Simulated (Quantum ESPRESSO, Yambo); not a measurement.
# Quasiparticle gap of Si3N4 (Fd-3m) in Yambo, part 3 of 3

Aim: the G0W0 gap of Si3N4 (Fd-3m) on PBE, step by step.

Quantum ESPRESSO 7.5 and Yambo 5.3.0; PBE and many-body steps on it, plane waves. Known limits of the many-body steps: not at the basis limit.

So far. Step 3 (Bands along the symmetry lines): The gap is 3.370 eV, −0.028 eV from the run before at this level. Step 4 (Empty states on the mesh, 4×4×4 mesh, 206 bands): On this mesh the gap is 3.398 eV.

**6. Screening and self-energy, 4×4×4 mesh, 206 bands, screening to 122.5 eV**

Now the one-shot GW correction: screening in the RPA, then the self-energy of the levels asked for.

This step: G0W0 on PBE, plane waves, norm-conserving pseudopotentials.

File gw1.in:

```
HF_and_locXC
gw0
dyson
ppa
em1d
rim_cut
RandQpts= 1000000
RandGvec= 1 RL
EXXRLvcs= 72 Ry
VXCRLvcs= 288 Ry
Chimod= "HARTREE"
% BndsRnXp
 1 | 206 |
%
NGsBlkXp= 9 Ry
% LongDrXp
 1 | 1 | 1 |
%
% GbndRnge
 1 | 206 |
%
DysSolver= "n"
ExtendOut
PPAPntXp= 27.21138 eV
% QPkrange
 6 | 6 | 31 | 34 |
 1 | 1 | 31 | 34 |
%
```

Command:

```console
OMP_NUM_THREADS=2 mpirun -n 2 yambo -F gw1.in -J gw1 -C gw1 > gw1.log
```

The program printed:

```text
 Yambo, version 5.3.0

 [02] CORE Variables Setup
 =========================

  [... cell, symmetries and grids as in the set-up ...]

  [02.05] Energies & Occupations
  ==============================

  [X] === General ===
  [X] Electronic Temperature                        :  0.000000  0.000000 [eV K]
  [X] Bosonic    Temperature                        :  0.000000  0.000000 [eV K]
  [X] Finite Temperature mode                       : no
  [X] El. density                                   :  0.54207E+24 [cm-3]
  [X] Fermi Level                                   :  10.95512 [eV]

  [X] === Gaps and Widths ===
  [X] Conduction Band Min                           :  3.398215 [eV]
  [X] Valence Band Max                              :  0.000000 [eV]
  [X] Filled Bands                                  :   32
  [X] Empty Bands                                   :   33  206
  [X] Direct Gap                                    :  3.406483 [eV]
  [X] Direct Gap localized at k                     :  1
  [X] Indirect Gap                                  :  3.398215 [eV]
  [X] Indirect Gap between kpts                     :   6   1
  [X] Last valence band width                       :  0.702966 [eV]
  [X] 1st conduction band width                     :  3.290624 [eV]

 [03] Transferred momenta grid and indexing
 ==========================================

 IBZ Q-points                                      :   8
 BZ  Q-points                                      :   64

 K/Q-points units:
 rlu = crystal or reduced units; cc = cartesian coordinates; iku = interal k-units

 Q [1]          [rlu]:  0.000000  0.000000  0.000000
 Q [2]          [rlu]:  0.22808E-16 -0.49479E-17  0.25000
 Q [3]          [rlu]: -0.45615E-16  0.98957E-17 -0.50000
 Q [4]          [rlu]:  0.10477E-17  0.25000      0.25000
 Q [5]          [rlu]:  0.23174E-16  0.25000      0.50000
 Q [6]          [rlu]:  0.10266E-15  0.25000     -0.25000
 Q [7]          [rlu]: -0.20954E-17 -0.50000     -0.50000
 Q [8]          [rlu]:  0.250000 -0.500000 -0.250000

 [04] Coloumb potential Random Integration (RIM)
 ===============================================

  [04.01] RIM initialization
  ==========================

  * Diagonal components only detected *

  8 x (sBL volume)        :  0.038916 [a.u.]
  sBZ random points       :  1000000
  Points outside the sBZ  :   7996195
  RL volume               :  0.311329 [a.u.]
  Integrated volume       :  0.311477 [a.u.]

  [04.02] RIM integrals
  =====================

  Gamma point sphere radius             :  0.061470 [a.u.]
  Points outside the sphere             :   799659
  [Int_sBZ(q=0) 1/q^2]*(Vol_sBZ)^(-1/3) =:  7.764404
                                 should be <:  7.795600

  Summary of Coulomb integrals for non-metallic bands |Q|[au] RIM/Bare

  Q [1] 0.100000E-4 0.995998 * Q [2] 0.184879 1.064860
  Q [4] 0.213480 1.063764 * Q [6] 0.301906 1.026684
  Q [5] 0.354016 1.019317 * Q [3] 0.369758 1.017217
  Q [7] 0.426959 1.013693 * Q [8] 0.477355 1.010740

 [05] Dipoles
 ============

  [05.01] Setup: observables and procedures
  =========================================

  [WARNING] [x,Vnl] slows the Dipoles computation. To neglect it rename the ns.kb_pp file

 [06] Dynamic Dielectric Matrix (PPA)
 ====================================

 [WR./gw1//ndb.pp]---------------------------------------------------------------
  Brillouin Zone Q/K grids (IBZ/BZ)                :    8   64    8   64
  RL vectors                                       :   9577 [WF]
  Coulomb cutoff potential                         : none
  Electronic Temperature                           :  0.000000 [K]
  Bosonic    Temperature                           :  0.000000 [K]
  PPA    diel. fun.  energies                      : Perdew, Burke & Ernzerhof(X)+Perdew, Burke & Ernzerhof(C)
  wavefunctions                                    : Perdew, Burke & Ernzerhof(X)+Perdew, Burke & Ernzerhof(C)
  Global Gauge                                     : length
  X matrix size                                    :   387
  X band range                                     :    1  206
  X e/h energy range                               : -1.000000 -1.000000 [eV]
  X Time ordering                                  : R
  X Hxc Kernel                                     : HARTREE
  X Drude frequency                                :  0.000000  0.000000
  X poles                                          :  100.0000 [o/o]
  RL vectors in the sum                            :   9577
  [r,Vnl] included                                 : yes
  Field direction                                  :  0.577350E-5  0.577350E-5  0.577350E-5
  BZ energy Double Grid                            : no
  BZ energy DbGd points                            : 0
  BZ Q point size factor                           : -1.000000
  X Optical Averaged directions                    : none

 [07] Local Exchange-Correlation + Non-Local Fock
 ================================================

 [VXC] Plane waves :   65763
 [EXS] Plane waves :   8291

 QP @ state[ 1 ] K range:  1  1
 QP @ state[ 1 ] b range:   31   34
 QP @ state[ 2 ] K range:   6   6
 QP @ state[ 2 ] b range:   31   34

 [xc] Functional : Perdew, Burke & Ernzerhof(X)+Perdew, Burke & Ernzerhof(C)
 [xc] LIBXC used to calculate xc functional
  PP Number of Atomic Species                      :  2
  NLCC RL compoments                               :   65763
  PP Number of Atomic Species                      :  2
  NLCC RL compoments                               :   65763

 [xc] E_xc :  -28.73699 [Ha]
      E_xc :  -57.47398 [Ry]

  Local XC kind (lXC) : Perdew, Burke & Ernzerhof(X)+Perdew, Burke & Ernzerhof(C)
  Non-Local XC kind (nlXC) : Hartree-Fock

  Corrections @ K [1] :  [eV]
 <31|nlXC|31> = -21.42824 -0.73007E-17 <31|lXC|31> = -17.68827 -0.94408E-16
 <32|nlXC|32> = -21.42819 -0.14294E-16 <32|lXC|32> = -17.68827  0.28323E-15
 <33|nlXC|33> = -6.721588 -0.10862E-17 <33|lXC|33> = -11.36948  0.18882E-15
 <34|nlXC|34> = -6.721591  0.49248E-18 <34|lXC|34> = -11.36948 -0.94408E-16

  Corrections @ K [6] :  [eV]
 <31|nlXC|31> = -20.81630  0.14122E-18 <31|lXC|31> = -16.87491  0.18882E-15
 <32|nlXC|32> = -21.47475  0.48744E-17 <32|lXC|32> = -17.76122  0.37763E-15
 <33|nlXC|33> = -6.589472 -0.74637E-18 <33|lXC|33> = -11.63886 -0.11801E-16
 <34|nlXC|34> = -7.017724  0.10313E-18 <34|lXC|34> = -12.25120  0.94408E-16

 [08] Dyson equation: Newton solver
 ==================================

  [08.01] G0W0 (W PPA)
  ====================

  [  GW  ] Bands range     :    1  206
  [GW/PPA] G damping       :  0.100000 [eV]

  QP @ state[ 1 ] K range:  1  1
  QP @ state[ 1 ] b range:   31   34
  QP @ state[ 2 ] K range:   6   6
  QP @ state[ 2 ] b range:   31   34

   Sc/G bands                                       :    1  206
   Sc/G damping                                     :  0.100000 ev
   Sc bands terminator                              : no
   Sx RL components                                 :   8291

   QP @ state[ 1 ] K range                          :  1  1
   QP @ state[ 1 ] b range                          :   31   34
   QP @ state[ 2 ] K range                          :   6   6
   QP @ state[ 2 ] b range                          :   31   34
   GF energies kind                                 : Perdew, Burke & Ernzerhof(X)+Perdew, Burke & Ernzerhof(C)
   GF WF`s kind                                     : Perdew, Burke & Ernzerhof(X)+Perdew, Burke & Ernzerhof(C)
   Xs energies kind                                 : Perdew, Burke & Ernzerhof(X)+Perdew, Burke & Ernzerhof(C)
   Xs WF`s kind                                     : Perdew, Burke & Ernzerhof(X)+Perdew, Burke & Ernzerhof(C)

 [11] Game Over & Game summary
```

Elapsed: 12 min, on 2 MPI ranks of Arm Neoverse V1, shared host; peak memory 1.7 GiB; 46 min of CPU time.

This step gave:

* G0W0 gap on the points computed: 4.356 eV
* starting gap on the mesh: 3.398 eV
* k of the valence top: 0, 0.25, -0.25
* k of the conduction bottom: 0, 0, 0
* least direct G0W0 gap on the computed points: 4.404 eV
* Z at the valence top: 0.8106
* Z at the conduction bottom: 0.8415

The gap on the mesh goes from 3.40 eV to 4.36 eV, a correction of +0.96 eV.

Limits: finite bands, cutoff and mesh. v1 is the top filled band, c1 the lowest empty one. The levels before and after the correction (eV, zero at the valence-band top of each column):

|  | conduction bottom | valence top |
| --- | --- | --- |
| Kohn-Sham | 3.40 | 0.00 |
| G0W0 | 4.36 | 0.00 |

|  | level | energy (eV) |
| --- | --- | --- |
| Kohn-Sham | Γ v2-v1 | -0.008 |
| Kohn-Sham | Γ c1-c2 | 3.398 |
| Kohn-Sham | (0 0.25 -0.25) v2 | -0.842 |
| Kohn-Sham | (0 0.25 -0.25) v1 | 0.000 |
| Kohn-Sham | (0 0.25 -0.25) c1 | 5.115 |
| Kohn-Sham | (0 0.25 -0.25) c2 | 5.618 |
| G0W0 | Γ v2-v1 | -0.047 |
| G0W0 | Γ c1-c2 | 4.356 |
| G0W0 | (0 0.25 -0.25) v2 | -0.983 |
| G0W0 | (0 0.25 -0.25) v1 | 0.000 |
| G0W0 | (0 0.25 -0.25) c1 | 6.177 |
| G0W0 | (0 0.25 -0.25) c2 | 6.794 |

**7. Where the time went**

Times are wall times on the hardware named with each run, good to a factor of about two.

```csv
step,time,share,memory (GiB)
ground state,22 s,3 %,0.52
bands along the symmetry lines,37 s,5 %,0.43
empty states on the mesh,42 s,5 %,0.88
conversion and set-up,3.6 s,0 %,0.27
screening and self-energy,12 min,87 %,1.7
```

**8. Results**

| Property | Result |
| --- | --- |
| PBE gap | 3.37 eV, indirect (only 36 meV under the direct gap) |
| G0W0 gap on the mesh | 4.36 eV |
| G0W0 gap over the zone (rigid shift) | 4.33 eV |
| GW settings | 4×4×4 mesh, 206 bands, screening to 122.5 eV, Godby-Needs plasmon pole |
| known limits | not at the basis limit |

What this shows: G0W0 moves the gap on the mesh from 3.40 eV to 4.36 eV (+0.96 eV), with Z of 0.81 and 0.84 at the edges. The mesh misses the band edges by 0.03 eV in all; a rigid shift gives 4.33 eV for the zone. Only 2 of the mesh's irreducible points were corrected, so a valley elsewhere could overtake. The dearest step here is «screening and self-energy». Against experiment, by G0W0@PBE: the gap of 4.33 eV lies +0.03 eV from the measured 4.3 ± 0.25 eV (electronic, quoted 2016). The calculation has static nuclei and no excitons; a measured gap holds zero-point and thermal motion, which mostly lowers it. Bands and cutoff are finite, so the gap is not at the basis limit. The miss can reach some tenths of an eV and take either sign; the mesh is an error of its own. In the G0W0 run levels were corrected at 2 k points alone, so a gap called «on the mesh» is the least over those, and an edge elsewhere would be missed.

[Paths, hosts, dates, memory and timing lines, banners, echoed tables and standing remarks are left out of the program output.]

[Logs are printed without paths, hosts, clocks, repeated set-up lines and the standing remarks that a program may print on its own settings, such as how far it seeks lower states.]

[Runs of the session that timed out or met a known fault of the program may be left out.]

[Hosts, paths, dates, database ids (printed as entryN), source tags and the programs' standing remarks are cut or masked in the printed files.]
